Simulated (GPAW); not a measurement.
# Work function of 1T-PbBrI monolayer at several levels, part 2 of 2

How far do functional and basis move the work function of 1T-PbBrI monolayer? Where a layer proves gapped, the work function hangs on where the smearing puts the Fermi level, and the band edges take its place.

GPAW 26.7.0; GPAW, PAW setups; layer in a repeated cell with vacuum, relaxation of atoms and in-plane cell (the session's first sound run).

So far, upper work function (eV): step 3 (the slab's potential, PBE, GPAW) 5.16; step 6 (revPBE) 5.00; step 7 (GPAW, PAW setups) 5.29; step 8 (LDA) 5.56; step 9 (mode fd, grid spacing 0.18 Å, PBE, GPAW) 5.18.

## (10) Atomic orbitals: mode = "lcao"

Atom-centred orbitals end a few angstrom from the surface, which tests how much the density's tail matters.

run.py

```python
import json
import numpy as np
from ase import Atoms
from gpaw import GPAW

slab = Atoms(
    ['I', 'Pb', 'Br'],
    positions=[
        [2.28556, 1.31957, 7.00000],
        [-0.00000, 0.00000, 8.92237],
        [-0.00000, 2.63914, 10.51957]],
    cell=[[4.57112, -0.0, 0.0], [-2.28556, 3.95871, 0.0], [0.0, 0.0, 17.5196]],
    pbc=[True, True, False])

slab.calc = GPAW(mode='lcao', basis='dzp', h=0.18, xc='PBE', kpts={'size': (9, 9, 1), 'gamma': True},
                 occupations={'name': 'fermi-dirac', 'width': 0.05}, nbands='120%',
                 convergence={'density': 1e-05}, maxiter=200,
                 poissonsolver={'dipolelayer': 'xy'},
                 symmetry={'tolerance': 1e-3}, txt='slab.txt')
result = {}
energy = slab.get_potential_energy()
fermi = slab.calc.get_fermi_level()
v = slab.calc.get_electrostatic_potential().mean((0, 1)) - fermi
n = slab.calc.get_pseudo_density().mean((0, 1))
L = slab.cell[2, 2]
z = np.arange(len(v)) * L / len(v)
low, high = slab.positions[:, 2].min(), slab.positions[:, 2].max()
below, above = np.interp([low - 4.8, high + 4.8], z, v)
slopes = [np.interp(x, z, np.gradient(v, z)) for x in (low - 4.8, high + 4.8)]
eps = np.array([[slab.calc.get_eigenvalues(k, s) for k in range(len(slab.calc.get_ibz_k_points()))]
                for s in range(slab.calc.get_number_of_spins())]) - fermi
top, bottom = eps[eps < 0].max(), eps[eps > 0].min()
dipole = slab.get_dipole_moment()[2]
print(f'energy {energy:.4f} eV, Fermi level {fermi:.4f} eV, dipole {dipole:.5f} e A')
print(f'potential 4.8 A off the faces, from the Fermi level: lower {below:.4f} eV, upper {above:.4f} eV')
print(f'slope of the potential there: lower {slopes[0]:.5f}, upper {slopes[1]:.5f} eV/A')
print(f'nearest levels on the mesh: {top:.4f} and {bottom:.4f} eV')
print('magnetic moment', round(slab.get_magnetic_moment(), 3))
result.update(energy=energy, fermi=fermi, dipole=dipole, below=below, above=above, slopes=slopes, edges=[top, bottom],
              z=z.tolist(), v=v.tolist(), n=n.tolist(), positions=slab.positions.tolist(),
              forces=slab.get_forces(apply_constraint=False).tolist(), moments=slab.get_magnetic_moments().tolist())
json.dump(result, open('result.json', 'w'))
```

The run is started by

```console
OMP_NUM_THREADS=1 OPENBLAS_NUM_THREADS=1 python run.py
```

It took 16 s on 1 thread of Arm Neoverse V1, shared host; peak memory 0.27 GiB.

This step gave:

```
dipole along the normal                    : -0.01839 e·Å
levels nearest the Fermi level on the mesh : -1.783, 0.9578 eV from the Fermi level
upper work function                        : 4.818 eV
lower work function                        : 4.634 eV
upper ionisation energy                    : 6.601 eV
```

The electrostatic potential energy of an electron (without an applied field's), less the Fermi level, planar mean by z:

```csv
z (Å),"electrostatic potential energy of an electron (without an applied field's), less the Fermi level, planar mean (eV)"
0.0,4.73
0.5,4.63
1.0,4.63
1.5,4.63
2.0,4.63
2.5,4.63
3.0,4.63
3.5,4.63
4.0,4.63
4.5,4.63
5.0,4.58
5.5,4.23
6.0,2.53
6.5,-3.74
7.0,-11.4
7.5,-5.06
8.0,-1.50
8.5,-6.84
9.0,-11.6
9.5,-4.54
10.0,-3.32
10.5,-7.69
11.0,-1.30
11.5,3.53
12.0,4.62
12.5,4.80
13.0,4.82
13.5,4.82
14.0,4.82
14.5,4.82
15.0,4.82
15.5,4.82
16.0,4.82
16.5,4.82
17.0,4.82
```

The highest filled level lies 1.78 eV under the Fermi level, so the ionisation energy from the upper face is 4.818 + 1.78 = 6.601 eV, against 6.868 eV in the base run.

## (11) The ladder

Times are for 1 thread of Arm Neoverse V1, shared host. The series side by side:

```csv
no.,run,upper ionisation energy (eV),time,memory (GiB)
1,pw,6.868,41 s,0.24
2,vdW DF2,7.178,54 s,0.48
3,RPBE,6.792,43 s,0.24
4,revPBE,6.786,42 s,0.25
5,optPBE vdW,7.057,55 s,0.48
6,LDA,7.102,39 s,0.23
7,fd,6.867,1.8 min,0.52
8,lcao,6.601,16 s,0.27
```

## (12) Side by side

Results and costs are gathered.

This step: comparison of work functions, dipole and cost (GPAW 26.7.0).

Ladder, by row:

```csv
step,code,"work function, upper (eV)","work function, lower (eV)",dipole (e Å),wall time (s),peak memory (GiB),threads
pw,GPAW,5.162,4.937,-0.02231,40.61,0.24,1
vdW-DF2,GPAW,5.53,5.311,-0.02171,54.28,0.48,1
RPBE,GPAW,4.998,4.784,-0.02129,42.7,0.24,1
revPBE,GPAW,5.004,4.788,-0.02138,42.29,0.25,1
optPBE-vdW,GPAW,5.29,5.074,-0.02148,54.73,0.48,1
LDA,GPAW,5.556,5.314,-0.02407,39.26,0.23,1
fd,GPAW,5.175,4.951,-0.02245,107.4,0.52,1
lcao,GPAW,4.818,4.634,-0.01839,16.45,0.27,1
```

## (13) A changed run

One more run, with changed settings.

This step: GPAW, PAW setups; slab in vacuum (GPAW 26.7.0).

Changes to run.py since step 10:

```diff
@@ -3,3 +3,3 @@
 from ase import Atoms
-from gpaw import GPAW
+from gpaw import GPAW, PW
 
@@ -14,5 +14,5 @@
 
-slab.calc = GPAW(mode='lcao', basis='dzp', h=0.18, xc='PBE', kpts={'size': (9, 9, 1), 'gamma': True},
-                 occupations={'name': 'fermi-dirac', 'width': 0.05}, nbands='120%',
-                 convergence={'density': 1e-05}, maxiter=200,
+slab.calc = GPAW(mode=PW(100), xc='PBE', kpts={'size': (9, 9, 1), 'gamma': True},
+                 occupations={'name': 'fermi-dirac', 'width': 0.05}, nbands='200%',
+                 convergence={'density': 1e-05}, maxiter=50,
                  poissonsolver={'dipolelayer': 'xy'},
```

Wall time 7.9 s (1 thread); peak memory 0.13 GiB.

The run finished. A setting was moved off its sound value on purpose, so it serves as a test and not as the result.

The fault put into the input: a cutoff far too low (ecut = 100).

Side by side:

```csv
quantity,this run,sound run,difference
dipole along the normal (e·Å),-0.062365,-0.022310,-0.0401
```

The two runs differ clearly in the dipole along the normal: -0.0624 e·Å against -0.0223 e·Å.

## (14) Results

```json
{
  "work function, upper and lower face (Fermi level placed in the gap by the smearing)": "5.162 and 4.937 eV",
  "ionisation energy from the upper face (highest filled level on the mesh)": "6.87 eV",
  "electron affinity from the upper face (lowest empty Kohn-Sham level on the mesh)": "4.18 eV",
  "dipole along the normal": "-0.0223 e Å"
}
```

In words: With plane waves and PBE the ionisation energy from the upper face is 6.87 eV and the Kohn-Sham electron affinity 4.18 eV. The two faces differ by 0.22 eV, the step that the slab's dipole makes (e p/(ε0 A) gives 0.22 eV), so the dipole layer is needed. The levels nearest the Fermi level on the mesh lie 2.69 eV apart, so the slab is gapped there: the smearing puts the Fermi level inside the gap, and from either face the ionisation energy is the work function plus 1.7 eV. Both are Kohn-Sham levels on the mesh, and semilocal gaps are too small, so the affinity tends to come out too large and the ionisation energy too small. Work functions of a gapped slab move with the place of the Fermi level in the gap; over the runs without a planted fault the highest filled level on the mesh lies 6.60 (lcao) to 7.18 eV (vdW-DF2) under the upper vacuum level. The starting lattice was a guess from atomic radii; the relaxation moved it by 10 %. With elements this heavy, spin-orbit coupling can move band edges by tenths of an eV. The relaxation of atoms and cell ran in a fully periodic cell without the dipole layer, so the atoms of this polar layer felt a small spurious field. The layer's cell and atoms come from the relaxation; spin-orbit coupling and temperature are left out.

[Logs are printed without paths, hosts, clocks, repeated set-up lines and the standing remarks that a program may print on its own settings, such as how far it seeks lower states.]

[Hosts, paths, dates, database ids (printed as entryN), source tags and the programs' standing remarks are cut or masked in the printed files.]
